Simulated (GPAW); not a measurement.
# How the form of the self-energy moves the gap of CdWO4 (P2/c)

Wanted: the gap of CdWO4 (P2/c) under several approximations, with cost.

Method: LDA and many-body steps on it, plane waves, in GPAW 26.7.0.

**The experiments to reproduce.**

- Gap 4.15 eV: direct gap from absorption edge with Urbach fit; optical absorption; 300 K; bulk crystal (thin cleaved platelet of Czochralski crystal, 10-30 um thick) (“Optical absorption of divalent metal tungstates: Correlation between the band-gap energy and the cation ionic radius”, 2008, arxiv:0807.2115).

### 1. Set-up

It takes space group P2/c (No. 13, monoclinic). Conventional cell: a = 5.040 Å, b = 5.870 Å, c = 5.084 Å, α = 90.00°, β = 91.48°, γ = 90.00°. Nearest to Cd lie 6 O at 2.20 to 2.43 Å. W has 6 O at 1.78 to 2.15 Å nearest. Nearest to O lie 2 W at 1.92 to 2.15 Å and 1 Cd at 2.20 Å. O has 1 W at 1.78 Å and 2 Cd at 2.28 to 2.43 Å nearest. Farther neighbours and most contacts between anions are not listed.

As a file:

```cif
data_structure
_symmetry_space_group_name_H-M 'P2/c'
_symmetry_Int_Tables_number 13
_cell_length_a 5.0400
_cell_length_b 5.8701
_cell_length_c 5.0841
_cell_angle_alpha 90.000
_cell_angle_beta 91.476
_cell_angle_gamma 90.000
_cell_volume 150.36
loop_
_atom_site_label
_atom_site_type_symbol
_atom_site_symmetry_multiplicity
_atom_site_Wyckoff_symbol
_atom_site_fract_x
_atom_site_fract_y
_atom_site_fract_z
_atom_site_occupancy
Cd1 Cd 2 f 0.50000 0.69729 0.25000 1
W1 W 2 e 0.00000 0.17855 0.25000 1
O1 O 4 g 0.20180 0.09550 0.95040 1
O2 O 4 g 0.24200 0.37030 0.38390 1
```

The cell and positions come from the Crystallography Open Database and are kept as given unless a step says otherwise. Spin-orbit coupling is left out unless a step names it.

### 2. Empty states on the mesh, 4×2×4 mesh, 516 bands

This step: GPAW 26.7.0; DFT, LDA, plane waves, PAW.

The sums over transitions need many empty states on a uniform mesh; this step solves for them.

run.py

```python
import json
import numpy as np
from gpaw.mpi import world
from gpaw import GPAW

calc = GPAW('gs.gpw').fixed_density(kpts={'size': (4, 2, 4), 'gamma': True},
    parallel={'domain': 1, 'band': 1},
    txt='nscf.txt')
calc.diagonalize_full_hamiltonian(nbands=516)
calc.write('full.gpw', mode='all')
res = {}
kpts = calc.get_ibz_k_points()
res['kpts'] = kpts
res['eigenvalues'] = [calc.get_eigenvalues(kpt=k) for k in range(len(kpts))]
res['n_electrons'] = calc.get_number_of_electrons()

if world.rank == 0:
    with open('result.json', 'w') as f:
        json.dump(res, f, default=lambda x: x.tolist())
```

Started as:

```bash
$ mpirun -n 8 gpaw python run.py
```

Numbers of over 12 decimals in the logs are rounded to 6 here.

The log of the run:

```text
Diagonalizing LCAO Hamiltonian
Converting LCAO to pw mode
convergence criteria:
- Maximum integral of absolute [eigenst]ate change: 4e-08 eV^2 / valence electron
maximum number of iterations: 100

SCF iterations
|iter     |     time |      energy | eigst |  dens |
|iter:   1|  |             | +0.32 |       |
|iter:   2|  |             | -1.12 |       |
|iter:   3|  |             | -2.18 |       |
[...]
|iter:  14|  |             | -6.88 |       |
|iter:  15|  |             | -7.30 |       |
|iter:  16|  |             | -7.54c|       |
SCF steps: 16
  __  _  _
 | _ |_)|_||  |
 |__||  | ||/\| - 26.7.0

Input parameters:
  mode=PW(ecut=600.0),
  convergence={'density': 1e-06, 'bands': -3},
  gpts=array([30, 35, 30]),
  kpts=MonkhorstPack(size=(4, 2, 4), gamma=True),
  maxiter=100,
  nbands=62,
  occupations=Occupations(name='fermi-dirac', width=0.001, fixmagmom=False),
  parallel={'domain': 1, 'band': 1},
  xc=XC(name='LDA')
Matrix size: 5027x5027
# Writing to full.gpw (mode='all')
  [... matrices ...]

timing:  # [seconds]
  Total: 502.658  # ━━━━━━━━━━━━━━━━━━━━━━━━━━━━━━━━━━━━━━━━━━━━━━━━━━━━━━━━━
```

Run time: 9.1 min. Hardware: 8 MPI ranks of Arm Neoverse V1, shared host; peak memory 20 GiB; 66 min of CPU time.

Numbers from this step:

```
gap                                                           : 2.955 eV
k of the valence top                                          : 0, 0.5, 0
k of the conduction bottom                                    : 0, 0.5, 0
least direct gap                                              : 2.955 eV
k points computed                                             : 20
lowest point of the top converged band, above the valence top : 114.9585 eV
```

On this mesh the gap is 2.955 eV.

### 3. G0W0, Godby-Needs plasmon pole

Now the one-shot GW correction: screening in the RPA, then the self-energy of the levels asked for.

This step: G0W0 on LDA, plane waves, PAW.

run.py

```python
import json
import numpy as np
from gpaw.mpi import world
from gpaw.response.g0w0 import G0W0

gw = G0W0('full.gpw',
    filename='gw',
    kpts=[0, 3],
    bands=(48, 52),
    ecut=78,
    nbands=235,
    integrate_gamma='WS',
    ppa=True)
gw.calculate()
res = {mode: {k: v for k, v in r.items() if k != 'sigma_eskwn'}
       for mode, r in gw.all_results.items()}

if world.rank == 0:
    with open('result.json', 'w') as f:
        json.dump(res, f, default=lambda x: x.tolist())
```

Started as:

```bash
$ mpirun -n 8 gpaw python run.py
```

The log of the run:

```text
Using integrator: PointIntegrator
FrequencyGridDescriptor(from 0.000+0.000j to 0.000+27.211j eV, 2 points)
Nonperiodic BCs:  [False False False]
Using integrator: PointIntegrator
FrequencyGridDescriptor(from 0.000+0.000j to 0.000+27.211j eV, 2 points)
Nonperiodic BCs:  [False False False]
  ___  _ _ _
 |   || | | |
 | | || | | |
 |__ ||_____|
 |___|

BZ k-points: Symmetries present (total): 2

  [... matrices ...]
32 k-points: 4 x 2 x 4 Monkhorst-Pack grid + [1/8,1/4,1/8]
20 k-points in the irreducible part of the Brillouin zone
       k-points in crystal coordinates                weights
   0:     0.00000000    0.00000000    0.00000000          1/32
   1:     0.00000000    0.00000000    0.25000000          2/32
   2:     0.00000000    0.00000000    0.50000000          1/32
   3:     0.00000000    0.50000000    0.00000000          1/32
   4:     0.00000000    0.50000000    0.25000000          2/32
   5:     0.00000000    0.50000000    0.50000000          1/32
   6:     0.25000000    0.00000000   -0.25000000          2/32
   7:     0.25000000    0.00000000    0.00000000          2/32
   8:     0.25000000    0.00000000    0.25000000          2/32
   9:     0.25000000    0.00000000    0.50000000          2/32
          ...
  19:     0.50000000    0.50000000    0.50000000          1/32

Distributing spins, k-points and bands (1 x 2 x 4) over 8 processes
Number of blocks: 1

Quasi particle states:
k-points (IBZ indices): [0, 3]
Band range: (48, 52)
  [... matrices ...]
Computational parameters:
Plane wave cut-off: 78 eV
Number of bands: 235
Coulomb cutoff: None
Broadening: 0.1 eV

fxc modes: GW
Kernel: RPA
Using Godby-Needs plasmon-pole approximation:
  Fitting energy: i*E0, E0 = 1.000 Hartree
Summing all q:

Calculating screened Coulomb potential
No Coulomb truncation
FrequencyGridDescriptor(from 0.000+0.000j to 0.000+27.211j eV, 2 points)
Removing empty qpoint cache files...

Calculating chi0 body with:
    Ground state adapter containing:
    Number of spins: 1
    Number of kpoints: 32
    Number of irreducible kpoints: 20
    Number of completely occupied states: 50
    Number of partially occupied states: 50
    Occupied states memory: 24.032593 M / cpu

    Linear response parametrization:
    q_c: [0.0, 0.0, 0.0]
    Number of frequency points: 2
    Planewave cutoff: 78.0
    Number of bands: 235
    Number of planewaves: 243
    Broadening (eta): 1e-06
    comm.size: 8
    kncomm.size: 8
    blockcomm.size: 1

    Memory estimate of potentially large arrays:
        chi0_wGG: 1.802032 M / cpu
Integrating chi0 body.

Symmetries of q_c:
    Direct symmetries (Uq -> q): 2
    Indirect symmetries (TUq -> q): 0
In total 2 allowed symmetries.

  [... matrices ...]
20 groups of equivalent kpoints. 37.5% reduction.

Integral kind: response function
Integrating chi0 head and wings.

Symmetries of q_c:
    Direct symmetries (Uq -> q): 2
    Indirect symmetries (TUq -> q): 0
In total 2 allowed symmetries.

  [... matrices ...]
20 groups of equivalent kpoints. 37.5% reduction.

Integral kind: response function wings

Calculating chi0 body with:
    Ground state adapter containing:
    Number of spins: 1
    Number of kpoints: 32
    Number of irreducible kpoints: 20
    Number of completely occupied states: 50
    Number of partially occupied states: 50
    Occupied states memory: 24.032593 M / cpu

    Linear response parametrization:
[... the further q-points ...]

Results:
f:      Occupation numbers
eps:     KS-eigenvalues [eV]
vxc:     KS vxc [eV]
exx:     Exact exchange [eV]
sigma:   Self-energies [eV]
dsigma:  Self-energy derivatives
Z:       Renormalization factors
qp:      QP-energies [eV]

k-point 0 (0): (0.000, 0.000, 0.000)                GW
band       f     eps     vxc     exx   sigma  dsigma       Z      qp
                                                                   GW
  48   1.000   4.066 -21.026 -25.976   4.862  -0.298   0.770   3.998
  49   1.000   4.130 -22.791 -27.362   4.537  -0.277   0.783   4.104
  50   0.000   7.741 -20.339 -15.029  -3.159  -0.226   0.816   9.496
  51   0.000   8.185 -22.000 -16.228  -3.409  -0.233   0.811  10.102

k-point 1 (3): (0.000, 0.500, 0.000)                GW
band       f     eps     vxc     exx   sigma  dsigma       Z      qp
                                                                   GW
  48   1.000   3.803 -20.650 -25.618   4.830  -0.298   0.770   3.697
  49   1.000   4.391 -22.825 -27.505   4.670  -0.280   0.781   4.384
  50   0.000   7.347 -20.772 -15.188  -3.459  -0.219   0.821   9.090
  51   0.000   8.244 -19.987 -14.378  -3.497  -0.221   0.819   9.974
```

It took 9.6 min on 8 MPI ranks; peak memory 5.3 GiB.

This step gave:

| Item | Value |
| --- | --- |
| G0W0 gap on the points computed | 4.707 eV |
| least direct G0W0 gap on the computed points | 4.707 eV |
| Z at the valence top | 0.7812 |
| Z at the conduction bottom | 0.8206 |
| starting gap on the mesh | 2.955 eV |
| k of the valence top | 0, 0.5, 0 |
| k of the conduction bottom | 0, 0.5, 0 |

The gap on the mesh goes from 2.96 eV to 4.71 eV, a correction of +1.75 eV.

### 4. One-shot HSE06

This step: one-shot HSE06 levels on LDA orbitals, plane waves, PAW.

run.py

```python
import json
import numpy as np
from gpaw.mpi import world
from gpaw.hybrids.eigenvalues import non_self_consistent_eigenvalues

dft, vxc, vxc_hyb = non_self_consistent_eigenvalues('full.gpw', 'HSE06', 48, 52, kpt_indices=[0, 3])
res = {'dft': dft[0], 'hybrid': (dft - vxc + vxc_hyb)[0]}
if world.rank == 0:
    with open('hybrid.txt', 'w') as f:
        for k, e0, e1 in zip([0, 3], res['dft'], res['hybrid']):
            print(k, ' '.join(f'{x:9.4f}' for x in e0), '|', ' '.join(f'{x:9.4f}' for x in e1), file=f)

if world.rank == 0:
    with open('result.json', 'w') as f:
        json.dump(res, f, default=lambda x: x.tolist())
```

Started as:

```bash
$ mpirun -n 8 gpaw python run.py
```

The log of the run:

```text
IBZ(<points: 20, symmetries: 2>)
Occupied bands: 50
Transforming wave functions from IBZ to BZ: 0.113 seconds
Distributing wave functions and iFFT-ing to real space: 0.558 seconds
Calculating eigenvalues:
  k-points: 2
  Bands: 48-51 (inclusive)
  Seconds: 5.032 (wave-function broadcasting: 0.036 seconds)
HSE06-eigenvalue shifts:
  min: -1.099 eV
  ave: -0.031 eV
  max: 1.026 eV
```

Run time: 11 s. Hardware: 8 MPI ranks; peak memory 3.1 GiB; 74 s of CPU time.

Numbers from this step:

```
starting gap on the mesh                       : 2.955 eV
hybrid gap on the mesh                         : 5.021 eV
least direct hybrid gap on the computed points : 5.021 eV
```

### 5. G0W0, extrapolated in the cutoff

This step: G0W0 on LDA, plane waves, PAW.

run.py

```python
import json
import numpy as np
from gpaw.mpi import world
from gpaw.response.g0w0 import G0W0

gw = G0W0('full.gpw',
    filename='gw',
    kpts=[0, 3],
    bands=(48, 52),
    ecut=130.0,
    integrate_gamma='WS',
    ppa=True,
    ecut_extrapolation=True)
gw.calculate()
res = {mode: {k: v for k, v in r.items() if k != 'sigma_eskwn'}
       for mode, r in gw.all_results.items()}

if world.rank == 0:
    with open('result.json', 'w') as f:
        json.dump(res, f, default=lambda x: x.tolist())
```

Started as:

```bash
$ mpirun -n 8 gpaw python run.py
```

The log of the run:

```text
Using integrator: PointIntegrator
FrequencyGridDescriptor(from 0.000+0.000j to 0.000+27.211j eV, 2 points)
Nonperiodic BCs:  [False False False]
Using integrator: PointIntegrator
FrequencyGridDescriptor(from 0.000+0.000j to 0.000+27.211j eV, 2 points)
Nonperiodic BCs:  [False False False]
  ___  _ _ _
 |   || | | |
 | | || | | |
 |__ ||_____|
 |___|

BZ k-points: Symmetries present (total): 2

  [... matrices ...]
32 k-points: 4 x 2 x 4 Monkhorst-Pack grid + [1/8,1/4,1/8]
20 k-points in the irreducible part of the Brillouin zone
       k-points in crystal coordinates                weights
   0:     0.00000000    0.00000000    0.00000000          1/32
   1:     0.00000000    0.00000000    0.25000000          2/32
   2:     0.00000000    0.00000000    0.50000000          1/32
[...]
9:     0.25000000    0.00000000    0.50000000          2/32
          ...
  19:     0.50000000    0.50000000    0.50000000          1/32

Distributing spins, k-points and bands (1 x 2 x 4) over 8 processes
Number of blocks: 1

Quasi particle states:
k-points (IBZ indices): [0, 3]
Band range: (48, 52)
  [... matrices ...]
Computational parameters:
Extrapolating to infinite plane wave cut-off using points at:
  112.031 eV
  120.183 eV
  130.000 eV
Number of bands: 506
Coulomb cutoff: None
Broadening: 0.1 eV

fxc modes: GW
Kernel: RPA
Using Godby-Needs plasmon-pole approximation:
  Fitting energy: i*E0, E0 = 1.000 Hartree
Summing all q:

Calculating screened Coulomb potential
No Coulomb truncation
FrequencyGridDescriptor(from 0.000+0.000j to 0.000+27.211j eV, 2 points)
Removing empty qpoint cache files...

Calculating chi0 body with:
    Ground state adapter containing:
    Number of spins: 1
    Number of kpoints: 32
    Number of irreducible kpoints: 20
[...]
chi0_wGG: 7.968781 M / cpu
Integrating chi0 body.

Symmetries of q_c:
    Direct symmetries (Uq -> q): 2
    Indirect symmetries (TUq -> q): 0
In total 2 allowed symmetries.

  [... matrices ...]
20 groups of equivalent kpoints. 37.5% reduction.

Integral kind: response function
Integrating chi0 head and wings.

Symmetries of q_c:
    Direct symmetries (Uq -> q): 2
    Indirect symmetries (TUq -> q): 0
In total 2 allowed symmetries.

  [... matrices ...]
20 groups of equivalent kpoints. 37.5% reduction.

Integral kind: response function wings

Calculating chi0 body with:
    Ground state adapter containing:
    Number of spins: 1
    Number of kpoints: 32
    Number of irreducible kpoints: 20
    Number of completely occupied states: 50
    Number of partially occupied states: 50
    Occupied states memory: 24.032593 M / cpu

    Linear response parametrization:
[... the further q-points ...]
Extrapolating selfenergy to infinite energy cutoff:
  Performing linear fit to 3 points
  Warning: Bad quality of linear fit for some (n,k).
           Higher cutoff might be necessary.
  Minimum R^2 = 0.6185. (R^2 Should be close to 1)
  [... matrices ...]
Results:
f:      Occupation numbers
eps:     KS-eigenvalues [eV]
vxc:     KS vxc [eV]
exx:     Exact exchange [eV]
sigma:   Self-energies [eV]
dsigma:  Self-energy derivatives
Z:       Renormalization factors
qp:      QP-energies [eV]

k-point 0 (0): (0.000, 0.000, 0.000)                GW
band       f     eps     vxc     exx   sigma  dsigma       Z      qp
                                                                   GW
  48   1.000   4.066 -21.026 -25.976   4.161  -0.317   0.759   3.467
  49   1.000   4.130 -22.791 -27.362   3.791  -0.294   0.773   3.528
  50   0.000   7.741 -20.339 -15.029  -3.735  -0.234   0.810   9.017
[...]
k-point 1 (3): (0.000, 0.500, 0.000)                GW
band       f     eps     vxc     exx   sigma  dsigma       Z      qp
                                                                   GW
[...]
50   0.000   7.347 -20.772 -15.188  -4.002  -0.227   0.815   8.636
  51   0.000   8.244 -19.987 -14.378  -4.035  -0.230   0.813   9.524
```

It took 52 min on 8 MPI ranks; peak memory 6.9 GiB; 5.8 h of CPU time.

Numbers from this step:

```
quasiparticle gap on the points computed              : 4.833 eV
least direct quasiparticle gap on the computed points : 4.833 eV
Z at the valence top                                  : 0.7704
Z at the conduction bottom                            : 0.8151
starting gap on the mesh                              : 2.955 eV
k of the valence top                                  : 0, 0.5, 0
k of the conduction bottom                            : 0, 0.5, 0
gaps at the cutoffs of the extrapolation              : 4.724, 4.734, 4.746 eV
```

Against G0W0 in GPAW (4×2×4 mesh, 235 bands, screening to 78 eV, Godby-Needs plasmon pole), the gap moves by +0.127 eV.

[end of part 1 of 2]

[Paths, hosts, dates, memory and timing lines, banners, echoed tables and standing remarks are left out of the program output.]

[Logs are printed without paths, hosts, clocks, repeated set-up lines and the standing remarks that a program may print on its own settings, such as how far it seeks lower states.]

[Runs of the session that timed out or met a known fault of the program may be left out.]

[No measured gap is set beside runs whose start may be inverted or whose files or cutoffs have a known fault.]

[Hosts, paths, dates, database ids (printed as entryN), source tags and the programs' standing remarks are cut or masked in the printed files.]
